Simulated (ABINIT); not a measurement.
# Tellurium (P3_121, 3 atoms a cell): G0W0 in ABINIT against the wavefunction cutoff in GW, part 2 of 2

Aim: move the wavefunction cutoff in GW of a G0W0 run on Tellurium (P3_121, 3 atoms a cell) over a wide range.

ABINIT 10.8.3; PBE and many-body steps on it, plane waves. Known limits of the many-body steps: not at the basis limit; model gap, bands may invert with spin-orbit coupling; exchange with frozen shells missing; screening runs away on this mesh; no spin-orbit coupling; coarse k mesh.

So far. Step 2 (Screening, 3×3×2 mesh, 100 bands, screening to 130.6 eV): Local fields lower ε∞ by 21 %. The value itself is an artefact of the mesh, where one narrow direct gap carries too much weight. Step 5 (17 Ha): The gap on the mesh goes from 0.17 eV to 0.48 eV, a correction of +0.31 eV.

The database entry behind the starting cell differs from later determinations by our own check (inner coordinate of an old entry), so it need not match the best structure at ambient conditions.

**6. Screening, 3×3×2 mesh, 100 bands, screening to 130.6 eV**

This step: RPA screening on PBE, plane waves, norm-conserving pseudopotentials.

Input file run.abi:

```
acell 3*1.0 Angstrom
rprim 
  4.454000000025 -0.000000000006 0.000000000000
  -2.227000000008 3.857277148481 0.000000000000
  0.000000000000 0.000000000000 5.924000000000
ntypat 1
znucl 52
natom 3
typat 1 1 1
xred 
  0.269000000000 0.000000000000 0.333333333333
  0.000000000000 0.269000000000 0.666666666667
  0.731000000000 0.731000000000 -0.000000000000
pp_dirpath "pseudos"
pseudos "Te.upf"
ecut 34
ngkpt 3 3 2
nshiftk 1
shiftk 0 0 0
kptopt 1
chksymbreak 0
istwfk *1
occopt 1
irdwfk 1
optdriver 3
nband 100
ecuteps 4.8
inclvkb 2
awtr 1
symchi 1
ecutwfn 25.5
indata_prefix "in"
outdata_prefix "out"
tmpdata_prefix "tmp"
```

On the command line:

```console
OMP_NUM_THREADS=1 mpirun -n 4 abinit run.abi > log
```

The program printed:

```text
.Version 10.8.3 of ABINIT. v10.8.2 released Aug 2026.

 Symmetries : space group P3_1 2 1 (#152); Bravais hP (primitive hexag.)
[... echo of the input left out ...]
== DATASET  1 ==================================================================
-   mpi_nproc: 4, omp_nthreads: 1 (-1 if OMP is not activated)

--- !DatasetInfo
iteration_state: {dtset: 1, }
dimensions: {natom: 3, nkpt: 6, mband: 100, nsppol: 1, nspinor: 1, nspden: 1, mpw: 4250, }
cutoff_energies: {ecut:  25.5, pawecutdg:  -1.0, }
[...]
--------------------------------------------------------------------------------
[... chi0 elements left out ...]
 For q-point:  0.000010 0.000020 0.000030
  dielectric constant =   1.64836E+03
  dielectric constant without local fields =   2.09883E+03

  Average fulfillment of the sum rule on Im[epsilon] for q-point    1 :     54.45  [%]
[... wings left out ...]
  q-point number  2        q = ( 0.333333, 0.000000, 0.000000) [r.l.u.]
--------------------------------------------------------------------------------
[... chi0 elements left out ...]
  Average fulfillment of the sum rule on Im[epsilon] for q-point    2 :     62.30  [%]

 [... 4 further q-points ...]
```

It took 27 s on 4 MPI ranks of Arm Neoverse V1, shared host; peak memory 0.9 GiB.

Numbers from this step:

| Property | Result |
| --- | --- |
| ε∞ with local fields, on this mesh, along the program's q direction | 1648 |
| the same without local fields | 2099 |
| plasma frequency | 25.50 eV |
| plane waves in the screening matrix | 329 |

**7. 25.5 Ha**

This step: G0W0 on PBE, plane waves, norm-conserving pseudopotentials.

Changes to run.abi since step 6:

```diff
@@ -24,8 +24,17 @@
 irdwfk 1
-optdriver 3
+optdriver 4
 nband 100
+gwcalctyp 0
+ecutsigx 25.5
+symsigma 1
+nkptgw 2
+kptgw 
+  0.3333333333 0.3333333333 0.5000000000
+  0.0000000000 0.0000000000 0.0000000000
+bdgw 
+  23 27
+  22 26
 ecuteps 4.8
-inclvkb 2
-awtr 1
-symchi 1
+irdscr 1
+ppmodel 1
 ecutwfn 25.5
```

The program printed:

```text
.Version 10.8.3 of ABINIT. v10.8.2 released Aug 2026.

 Symmetries : space group P3_1 2 1 (#152); Bravais hP (primitive hexag.)
[... echo of the input left out ...]
== DATASET  1 ==================================================================
-   mpi_nproc: 4, omp_nthreads: 1 (-1 if OMP is not activated)

--- !DatasetInfo
iteration_state: {dtset: 1, }
dimensions: {natom: 3, nkpt: 6, mband: 100, nsppol: 1, nspinor: 1, nspden: 1, mpw: 4250, }
cutoff_energies: {ecut:  25.5, pawecutdg:  -1.0, }
[...]
Band     E0 <VxcDFT>   SigX SigC(E0)      Z dSigC/dE  Sig(E)    E-E0       E
[...]
25   5.696 -12.128  -9.579  -2.805   0.782  -0.279 -12.328  -0.200   5.496
       26   5.696 -12.128  -9.579  -2.805   0.782  -0.279 -12.328  -0.200   5.496

== END DATASET(S) ==============================================================
================================================================================

 -outvars: echo values of variables after computation  --------
           etotal      0.0000000000E+00
            nband         100
             nkpt           6
          spgroup         152
 [... the other variables as echoed above ...]

 Calculation completed.
```

Run time: 12 s. Hardware: 4 MPI ranks; peak memory 0.8 GiB.

This step gave:

| Quantity | Value |
| --- | --- |
| G0W0 gap on the points computed | 0.4780 eV |
| starting gap on the mesh | 0.1739 eV |
| k of the valence top | 0.3333, 0.3333, 0.5 |
| k of the conduction bottom | 0.3333, 0.3333, 0.5 |
| least direct G0W0 gap on the computed points | 0.4780 eV |

Against the run before, the gap moves by −0.004 eV.

**8. Screening, 3×3×2 mesh, 100 bands, screening to 130.6 eV**

This step: RPA screening on PBE, plane waves, norm-conserving pseudopotentials.

Changes to run.abi since step 7:

```diff
@@ -24,18 +24,8 @@
 irdwfk 1
-optdriver 4
+optdriver 3
 nband 100
-gwcalctyp 0
-ecutsigx 25.5
-symsigma 1
-nkptgw 2
-kptgw 
-  0.3333333333 0.3333333333 0.5000000000
-  0.0000000000 0.0000000000 0.0000000000
-bdgw 
-  23 27
-  22 26
 ecuteps 4.8
-irdscr 1
-ppmodel 1
-ecutwfn 25.5
+inclvkb 2
+awtr 1
+symchi 1
 indata_prefix "in"
```

The program printed:

```text
.Version 10.8.3 of ABINIT. v10.8.2 released Aug 2026.

 Symmetries : space group P3_1 2 1 (#152); Bravais hP (primitive hexag.)
[... echo of the input left out ...]
== DATASET  1 ==================================================================
-   mpi_nproc: 4, omp_nthreads: 1 (-1 if OMP is not activated)

--- !DatasetInfo
iteration_state: {dtset: 1, }
dimensions: {natom: 3, nkpt: 6, mband: 100, nsppol: 1, nspinor: 1, nspden: 1, mpw: 6557, }
cutoff_energies: {ecut:  34.0, pawecutdg:  -1.0, }
[...]
--------------------------------------------------------------------------------
[... chi0 elements left out ...]
 For q-point:  0.000010 0.000020 0.000030
  dielectric constant =   1.64845E+03
  dielectric constant without local fields =   2.09898E+03

  Average fulfillment of the sum rule on Im[epsilon] for q-point    1 :     54.47  [%]
[... wings left out ...]
  q-point number  2        q = ( 0.333333, 0.000000, 0.000000) [r.l.u.]
--------------------------------------------------------------------------------
[... chi0 elements left out ...]
  Average fulfillment of the sum rule on Im[epsilon] for q-point    2 :     62.31  [%]

 [... 4 further q-points ...]
```

The job ended after 31 s (4 MPI ranks; peak memory 0.91 GiB).

Numbers from this step:

```
ε∞ with local fields, on this mesh, along the program's q direction : 1648
the same without local fields                                       : 2099
plasma frequency                                                    : 25.50 eV
plane waves in the screening matrix                                 : 329
```

**9. 34 Ha**

This step: G0W0 on PBE, plane waves, norm-conserving pseudopotentials.

Changes to run.abi since step 8:

```diff
@@ -24,8 +24,17 @@
 irdwfk 1
-optdriver 3
+optdriver 4
 nband 100
+gwcalctyp 0
+ecutsigx 34
+symsigma 1
+nkptgw 2
+kptgw 
+  0.3333333333 0.3333333333 0.5000000000
+  0.0000000000 0.0000000000 0.0000000000
+bdgw 
+  23 27
+  22 26
 ecuteps 4.8
-inclvkb 2
-awtr 1
-symchi 1
+irdscr 1
+ppmodel 1
 indata_prefix "in"
```

The program printed:

```text
.Version 10.8.3 of ABINIT. v10.8.2 released Aug 2026.

 Symmetries : space group P3_1 2 1 (#152); Bravais hP (primitive hexag.)
[... echo of the input left out ...]
== DATASET  1 ==================================================================
-   mpi_nproc: 4, omp_nthreads: 1 (-1 if OMP is not activated)

--- !DatasetInfo
iteration_state: {dtset: 1, }
dimensions: {natom: 3, nkpt: 6, mband: 100, nsppol: 1, nspinor: 1, nspden: 1, mpw: 6557, }
cutoff_energies: {ecut:  34.0, pawecutdg:  -1.0, }
[...]
Band     E0 <VxcDFT>   SigX SigC(E0)      Z dSigC/dE  Sig(E)    E-E0       E
[...]
25   5.696 -12.128  -9.580  -2.805   0.782  -0.279 -12.329  -0.202   5.495
       26   5.696 -12.128  -9.580  -2.805   0.782  -0.279 -12.329  -0.202   5.495

== END DATASET(S) ==============================================================
================================================================================

 -outvars: echo values of variables after computation  --------
           etotal      0.0000000000E+00
            nband         100
             nkpt           6
          spgroup         152
 [... the other variables as echoed above ...]

 Calculation completed.
```

Run time: 12 s. Hardware: 4 MPI ranks; peak memory 0.85 GiB.

Numbers from this step:

```yaml
g0w0_gap_on_the_points_computed: 0.4780 eV
starting_gap_on_the_mesh: 0.1739 eV
k_of_the_valence_top: 0.3333, 0.3333, 0.5
k_of_the_conduction_bottom: 0.3333, 0.3333, 0.5
least_direct_g0w0_gap_on_the_computed_points: 0.4780 eV
```

Against the run before, the gap moves by +0.000 eV.

**10. The runs together**

Times are wall times on 4 MPI ranks of Arm Neoverse V1, shared host, good to a factor of about two. A run's time includes the screening step that it read.

```
    run   mesh  bands  screening cutoff (eV)  DFT gap (eV)  gap on the mesh (eV)  direct (eV)  ε∞ used  time
10.2 Ha  3×3×2    100                  130.6         0.174                 0.511        0.511  1648.37  25 s
  17 Ha  3×3×2    100                  130.6         0.174                 0.482        0.482  1647.69  32 s
25.5 Ha  3×3×2    100                  130.6         0.174                 0.478        0.478  1648.36  39 s
  34 Ha  3×3×2    100                  130.6         0.174                 0.478        0.478  1648.45  43 s
```

**11. Outcome**

```
10.2 Ha      : 0.511 eV
17 Ha        : 0.482 eV
25.5 Ha      : 0.478 eV
34 Ha        : 0.478 eV
known limits : not at the basis limit; model gap, bands may invert with spin-orbit coupling; exchange with frozen shells missing; screening runs away on this mesh; no spin-orbit coupling; coarse k mesh
```

In words: The setting moved: wavefunction cutoff in GW. From 10.2 Ha to 34 Ha the gap moves by −0.03 eV. It holds to 0.03 eV from 17 Ha on. Bands and screening cutoff are coupled, so a series along one setting does not show full convergence. The exchange cutoff follows the wavefunction cutoff here. Bands and cutoff are finite, so the gap is not at the basis limit. The miss can reach some tenths of an eV and take either sign; the mesh is an error of its own. In the G0W0 runs levels were corrected at 2 k points alone, so a gap called «on the mesh» is the least over those, and an edge elsewhere would be missed. The 3×3×2 mesh is coarse for this cell, which bears on the long-range parts of exchange and screening. With atoms this heavy and so narrow a gap, spin-orbit coupling can invert the bands. These scalar-relativistic gaps are then model values, not to be set against experiment, and a spin-orbit change taken from DFT can't simply be added. The norm-conserving file of at least one element keeps a d shell over frozen s and p shells of the same row. Exchange with those shells is missing from the self-energy, an error of 0.3 to 0.9 eV in cases checked, whose sign depends on which edge lies on those atoms. For the PBE start: On this mesh the RPA ε∞ passes 90, more than nearly any semiconductor shows; a coarse mesh does this where one point with a narrow direct gap carries much weight. The screening is then too strong, and the G0W0 gap should not be taken as the material's.

[Paths, hosts, dates, memory and timing lines, banners, echoed tables and standing remarks are left out of the program output.]

[Logs are printed without paths, hosts, clocks, repeated set-up lines and the standing remarks that a program may print on its own settings, such as how far it seeks lower states.]

[Runs of the session that timed out or met a known fault of the program may be left out.]

[Hosts, paths, dates, database ids (printed as entryN), source tags and the programs' standing remarks are cut or masked in the printed files.]

[G0W0 gaps are taken among the corrected bands and points alone; a level outside them can change the order at an edge.]

[Where Ansatz stands beside ABINIT at settings called matched, ABINIT's density can come from a denser mesh and the files from another edition; pairs whose starting gaps differed by over 0.03 eV were left out, so agreement reads better than it is.]
